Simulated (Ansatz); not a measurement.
# TiFe (Pm-3m): from the cell to its phonons

How does TiFe (Pm-3m) vibrate, and is this structure a minimum?

Calculated with Ansatz 0.2.0; DFT PBEsol, scalar-relativistic, plane waves, PAW.

## Step 1: The structure

Symmetry: Pm-3m, No. 221, cubic system. Conventional cell: a = 2.976 Å, b = 2.976 Å, c = 2.976 Å, α = 90.00°, β = 90.00°, γ = 90.00°. Nearest to Ti lie 8 Fe at 2.58 Å. Nearest to Fe lie 8 Ti at 2.58 Å. Farther neighbours are not listed.

Coordinates:

```cif
data_structure
_symmetry_space_group_name_H-M 'Pm-3m'
_symmetry_Int_Tables_number 221
_cell_length_a 2.9760
_cell_length_b 2.9760
_cell_length_c 2.9760
_cell_angle_alpha 90.000
_cell_angle_beta 90.000
_cell_angle_gamma 90.000
_cell_volume 26.36
loop_
_atom_site_label
_atom_site_type_symbol
_atom_site_symmetry_multiplicity
_atom_site_Wyckoff_symbol
_atom_site_fract_x
_atom_site_fract_y
_atom_site_fract_z
_atom_site_occupancy
Ti1 Ti 1 b 0.50000 0.50000 0.50000 1
Fe1 Fe 1 a 0.00000 0.00000 0.00000 1
```

## Step 2: Coarse relaxation

A rough relaxation comes first, because large forces or stress need no tight tolerances yet.

input.yaml

```yaml
crystal:
  lattice:
    - [2.976, 0.0, 0.0]
    - [0.0, 2.976, 0.0]
    - [0.0, 0.0, 2.976]
  atoms:
    - { symbol: Ti, position: [0.5, 0.5, 0.5] }
    - { symbol: Fe, position: [0.0, 0.0, 0.0] }
kpoints:
  mp_grid: { grid: [6, 6, 6] }
hamiltonian:
  xc: pbesol
scf:
  occupations: { method: gaussian, width: 0.1 }
output:
  forces: true
  stress: true
  eigenvalues: true
relax:
  adjacent_minimum: "off"
  f_tol: 0.05
  max_steps: 80
  cell: { stress_tol: 0.5 }
```

On the command line:

```bash
$ ansatz run input.yaml --threads 4 --pin off --max-ram 7168MiB --backend cpu --events-out ev --progress --plain --runs-dir out
```

Numbers of over 12 decimals in the logs are rounded to 6 here.

The program printed:

```text
The last accepted step is kept in <dir> (removed where the run ends without a failure and the disk answers)
Engine: ansatz 0.2.0, aarch64-unknown-linux-gnu
Pseudopotentials: kind: paw
Pseudopotential: Ti, paw, valence charge 12, recommended cutoff 420 eV (normal), Ti.paw.azcp
Pseudopotential: Fe, paw, valence charge 16, recommended cutoff 420 eV (normal), Fe.paw.azcp
Functional definition: PBEsol
  exchange = pbesol_x
[...]
--- Relaxed structure (3 steps of the walk, 3 accepted, 1 SCFs on fresh bases) ---
  F+E_penalty+E_count = -6923.66077752 eV   max|allowed force component| = 6.147e-30 eV/Å   (the final SCF, on the basis selected at the relaxed cell)
  cell:  # Å, volume = 24.8966 Å³
    - [2.919979, 0, 0.0]
    - [0, 2.919979, 0.0]
    - [0.0, 0.0, 2.919979]
  atoms:
    - { symbol: Ti, position: [0.5, 0.5, 0.5] }
    - { symbol: Fe, position: [0, 0, 0.0] }
[key lines of the parts left out:]
SCF converged after 6 iterations
Free energy (F): -6923.660778 eV
Fermi energy:    18.031186 eV
P = ⅓ Tr σ = -0.0548 GPa (-0.548 kbar)
```

It took 2 s on 4 threads of Arm Neoverse V1, shared host; peak memory 0.31 GiB.

This run has no spin polarisation, although Fe can carry a moment.

Step by step:

```
step  energy less that of the first step (eV)  largest force component (eV/Å)  pressure (GPa)  volume (Å³)
   1                                   0.0000                          0.0000          -10.69        26.36
   2                                  -0.0517                          0.0000            0.52        24.83
   3                                  -0.0517                          0.0000           -0.04        24.90
  4*                                  -0.0514                          0.0000           -0.05        24.90
```

Relaxation steps marked * repeat the geometry before them on a plane-wave basis chosen anew for their cell, so energy and pressure can jump there.

Forces are held to the 48 operations that the run works with; a distortion that breaks them can't arise in this run.

```
conventional cell, symmetrised  before  after  change
                         a (Å)   2.976  2.920  -1.9 %
                         b (Å)   2.976  2.920  -1.9 %
                         c (Å)   2.976  2.920  -1.9 %
              volume (Å³/atom)   13.18  12.45  -5.5 %
```

The relaxed structure:

```xyz
2
Lattice="2.9200 0.0000 0.0000 0.0000 2.9200 0.0000 0.0000 0.0000 2.9200" Properties=species:S:1:pos:R:3 pbc="T T T"
Ti    1.4600    1.4600    1.4600
Fe    0.0000    0.0000    0.0000
```

This step gave:

```yaml
pressure: -0.05481 GPa
volume_per_atom: 12.45 Å³
gap_on_the_k_mesh: 0 eV
```

In this step the volume went from 13.18 to 12.45 Å³/atom.

## Step 3: Bringing the structure to rest

Harmonic phonons are second derivatives at a point where the forces vanish, and they are wanted at zero stress, so atoms and cell are relaxed first.

input.yaml, the sections that differ from step 2:

```yaml
crystal:
  lattice:
    - [2.9199791784, 0.0, 0.0]
    - [0.0, 2.9199791784, 0.0]
    - [0.0, 0.0, 2.9199791784]
  atoms:
    - { symbol: Ti, position: [0.5, 0.5, 0.5] }
    - { symbol: Fe, position: [0.0, 0.0, 0.0] }
kpoints:
  mp_grid: { grid: [14, 14, 14] }
relax:
  adjacent_minimum: "off"
  f_tol: 0.005
  max_steps: 80
  cell: { stress_tol: 0.05 }
# hamiltonian, scf, output: as in step 2
```

The program printed:

```text
[...]
Crystal: 2 atoms, lattice volume = 24.897 Å³
Basis set: ecut = 420 eV, 461 PW (Γ), exchange–correlation on 40×40×40 points (8 copies of the dense FFT grid, shifted against one another)
Bands: 18, of which v1, the nominal top of the filled ones, is band 14 counted from 1 (13 counted from 0)
Symmetry: 48 space group operations
[...]
k-points: 120 of 2744
[...]
k-point 119: bands = [... 10 lower, 15.9197, 16.0999, 16.0999, 16.0999, 18.2033, 18.2033, 21.8227, 21.8227]
--- Relaxed structure (3 steps of the walk, 3 accepted, 1 SCFs on fresh bases) ---
[...]
cell:  # Å, volume = 24.8041 Å³
    - [2.916360, 0, 0]
    - [0, 2.916360, 0]
    - [0, 0, 2.916360]
  atoms:
    - { symbol: Ti, position: [0.500000, 0.500000, 0.500000] }
    - { symbol: Fe, position: [0, 0, 0] }
[key lines of the parts left out:]
SCF converged after 8 iterations
Free energy (F): -6923.697829 eV
Fermi energy:    18.119579 eV
P = ⅓ Tr σ = -0.0020 GPa (-0.020 kbar)
```

Run time: 3.9 s. Hardware: 4 threads; peak memory 0.38 GiB.

Step by step:

```
step  energy less that of the first step (eV)  largest force component (eV/Å)  pressure (GPa)  volume (Å³)
   1                                   0.0000                          0.0000           -0.78        24.90
   2                                  -0.0003                          0.0000           -0.07        24.81
   3                                  -0.0003                          0.0000            0.00        24.80
  4*                                  -0.0002                          0.0000            0.00        24.80
```

Relaxation steps marked * repeat the geometry before them on a plane-wave basis chosen anew for their cell, so energy and pressure can jump there.

The run keeps the 48 symmetry operations that it works with, so distortions that break them were not tested.

```
conventional cell, symmetrised  before  after  change
                         a (Å)   2.920  2.916  -0.1 %
                         b (Å)   2.920  2.916  -0.1 %
                         c (Å)   2.920  2.916  -0.1 %
              volume (Å³/atom)   12.45  12.40  -0.4 %
```

Final coordinates:

```cif
data_structure
_symmetry_space_group_name_H-M 'P 1'
_symmetry_Int_Tables_number 1
_cell_length_a 2.9164
_cell_length_b 2.9164
_cell_length_c 2.9164
_cell_angle_alpha 90.000
_cell_angle_beta 90.000
_cell_angle_gamma 90.000
_cell_volume 24.80
loop_
_atom_site_label
_atom_site_type_symbol
_atom_site_fract_x
_atom_site_fract_y
_atom_site_fract_z
_atom_site_occupancy
Ti1 Ti 0.50000 0.50000 0.50000 1
Fe2 Fe 0.00000 0.00000 0.00000 1
```

This step gave:

```
pressure        : -0.001993 GPa
volume per atom : 12.40 Å³
```

In this step the volume went from 12.45 to 12.40 Å³/atom.

## Step 4: Tight relaxation

Phonons need a cell at rest on their own settings, so the relaxation is repeated with tight tolerances on forces and stress, using the mesh and the filling of the phonon run that follows.

input.yaml

```yaml
crystal:
  lattice:
    - [2.9163601814, 0.0, 0.0]
    - [0.0, 2.9163601814, 0.0]
    - [0.0, 0.0, 2.9163601814]
  atoms:
    - { symbol: Ti, position: [0.5, 0.5, 0.5] }
    - { symbol: Fe, position: [0.0, 0.0, 0.0] }
kpoints:
  mp_grid: { grid: [16, 16, 16] }
hamiltonian:
  xc: pbesol
scf:
  occupations: { method: methfessel_paxton, width: 0.15 }
output:
  forces: true
  stress: true
  eigenvalues: true
relax:
  adjacent_minimum: "off"
  f_tol: 0.001
  max_steps: 60
  cell: { stress_tol: 0.01 }
```

The program printed:

```text
[...]
Crystal: 2 atoms, lattice volume = 24.804 Å³
Basis set: ecut = 420 eV, 461 PW (Γ), exchange–correlation on 40×40×40 points (8 copies of the dense FFT grid, shifted against one another)
Bands: 18, of which v1, the nominal top of the filled ones, is band 14 counted from 1 (13 counted from 0)
Symmetry: 48 space group operations
[...]
k-points: 165 of 4096
[...]
k-point 164: bands = [... 10 lower, 15.9250, 16.1058, 16.1058, 16.1058, 18.2090, 18.2090, 21.8319, 21.8319]
--- Relaxed structure (2 steps of the walk, 2 accepted, 1 SCFs on fresh bases) ---
[...]
cell:  # Å, volume = 24.7973 Å³
    - [2.916092, 0.0, 0.0]
    - [0.0, 2.916092, 0.0]
    - [0.0, 0.0, 2.916092]
  atoms:
    - { symbol: Ti, position: [0.5, 0.5, 0.5] }
    - { symbol: Fe, position: [0.0, 0, 0] }
[key lines of the parts left out:]
SCF converged after 5 iterations
Free energy (F): -6923.697257 eV
Fermi energy:    18.132020 eV
P = ⅓ Tr σ = -0.0064 GPa (-0.064 kbar)
```

It took 3.9 s on 4 threads; peak memory 0.4 GiB; 13 s of CPU time.

Little changed from the start: no atom moved by 0.005 Å and no cell edge by 0.1 %.

This step gave:

| Item | Value |
| --- | --- |
| pressure | -0.006404 GPa |

The forces vanish by symmetry and the pressure is -0.006 GPa, within the tolerances set. The cell now holds 12.40 Å³/atom.

## Step 5: Zone-centre response

The zone centre comes first: it holds the modes that light can see, as far as symmetry allows. No field response is asked, since the mesh shows no gap.

input.yaml, the sections that differ from step 4:

```yaml
crystal:
  lattice:
    - [2.9160918122, 0.0, 0.0]
    - [0.0, 2.9160918122, 0.0]
    - [0.0, 0.0, 2.9160918122]
  atoms:
    - { symbol: Ti, position: [0.5, 0.5, 0.5] }
    - { symbol: Fe, position: [0.0, 0.0, 0.0] }
output:
  eigenvalues: true
phonons:
  method: dfpt
# kpoints, hamiltonian, scf: as in step 4
# relax: removed
```

The program printed:

```text
[...]
Crystal: 2 atoms, lattice volume = 24.797 Å³
Basis set: ecut = 420 eV, 461 PW (Γ), exchange–correlation on 40×40×40 points (8 copies of the dense FFT grid, shifted against one another)
Bands: 18, of which v1, the nominal top of the filled ones, is band 14 counted from 1 (13 counted from 0)
Symmetry: 48 space group operations
k-points: 405 of 4096 (irreducible under 8 space group operations, time reversal used)
[...]
SCF iter   1: F=—  HF=-6923.705639 eV  |F-HF|=—  |Δ(HF+E_count)|=         —  Δρ=2.19e-2  dr2=9.57e-2  ethr=1.77e-3  ⟨swp⟩=3.6  Hψ=26435  notcnv=0
[...]
SCF iter   7: F=-6923.697257 eV  HF=-6923.697257 eV  |F-HF|=2.73e-12  |Δ(HF+E_count)|=  1.49e-10  S|Δr|=    0.00e0  Δρ=1.90e-7  dr2=3.43e-12  ethr=1.00e-12  ⟨swp⟩=4.0  Hψ=37070  notcnv=0
SCF 1 converged in 7 iterations: F = -6923.697257 eV  dr2 = 3.43e-12
[...]
DFPT response loops at Γ: preconditioner auto → Kerker (q_TF=auto, 2.784 Å⁻¹) (partly filled bands, converged f_vac=0.000); β = 1.00, the filter's whole step (`scf.mixing.beta` (0.50) is not read by the response loops under this deck's `scf.mixing.preconditioner`; to damp them name `kerker` or `kerker_dos`, under which they read `scf.mixing.beta`, and type it under 1.00, their step now; both keys bind the ground state too); Broyden in place of MSR1
SCF converged after 7 iterations
[...]
Free energy (F): -6923.697257 eV
[...]
Internal energy: -6923.698290 eV  (E = F + TS)
E sigma→0 (E₀):  -6923.697515 eV
Entropy (-TS):   0.001033 eV (0.517 meV/atom)
Fermi energy:    18.132022 eV
[...]
--- Band table (eV; the first three rows and the last of 405) ---
  k-point 0: bands = [... 10 lower, 14.1449, 17.0802, 17.0802, 17.0802, 19.4591, 19.4591, 21.5112, 21.5112]
  k-point 1: bands = [... 10 lower, 14.1905, 17.0738, 17.0738, 17.0990, 19.4066, 19.4795, 21.3810, 21.3810]
  k-point 2: bands = [... 10 lower, 14.3192, 17.0570, 17.0570, 17.1538, 19.2516, 19.5342, 21.0405, 21.0405]
  k-point 404: bands = [... 10 lower, 15.9250, 16.1058, 16.1058, 16.1058, 18.2090, 18.2090, 21.8319, 21.8319]
--- Phonons (Γ-DFPT): 2 representative perturbations + reference, on 405 of 4096 k-points (Σ response iterations 6) ---
  k mesh reduced under 8 symmetry operations, with k and −k counted as one. Each operation leaves every solved perturbation unchanged. A smaller set is not used because it would not reduce the number of displacements times k-points to solve
  ASR residual: 8.792e-5 → 0.000e0 eV/Å²; symmetrization residual: 9.375e-6 eV/Å²
  ASR residual per site (eV/Å²): 5.37e-5 8.79e-5
  Γ frequencies (cm⁻¹): 0.00 0.00 0.00 251.57 251.57 251.57
  non-analytic LO–TO correction: not included (Born effective charges unavailable; polar crystals: no LO–TO splitting at Γ)
```

Wall time 14 s (4 threads); peak memory 0.89 GiB; 50 s of CPU time.

Numbers from this step:

| Quantity | Value |
| --- | --- |
| sum-rule residual before enforcement | 8.79e-5 eV/Å² |
| point group | m-3m |
| highest optical mode at the zone centre (no LO-TO term) | 251.6 cm⁻¹ |
| lowest optical zone-centre mode | 251.6 cm⁻¹ |

Patterns of degenerate modes are one choice out of their space. Modes at Γ, with each element's share of the kinetic energy:

```
mode  frequency (cm⁻¹)  symmetry  Ti %  Fe %
   1               0.0  acoustic    46    54
   2               0.0  acoustic    46    54
   3               0.0  acoustic    46    54
   4             251.6       T1u    54    46
   5             251.6       T1u    54    46
   6             251.6       T1u    54    46
```

Displacements in mode 4 (251.6 cm⁻¹), the largest set to 1:
```
Ti1  0.11  1.00  0.00
Fe2 -0.09 -0.86  0.00
```

Before it was imposed, the acoustic sum rule was missed by 8.8e-5 eV/Å². Small misses are needed for a sound result but don't prove that mesh and cutoff are converged. The lowest optical mode is real, 252 cm⁻¹.

(Continued in part 2 of 2.)

[Logs are printed without paths, hosts, clocks, repeated set-up lines and the standing remarks that a program may print on its own settings, such as how far it seeks lower states.]

[Hosts, paths, dates, database ids (printed as entryN), source tags and the programs' standing remarks are cut or masked in the printed files.]
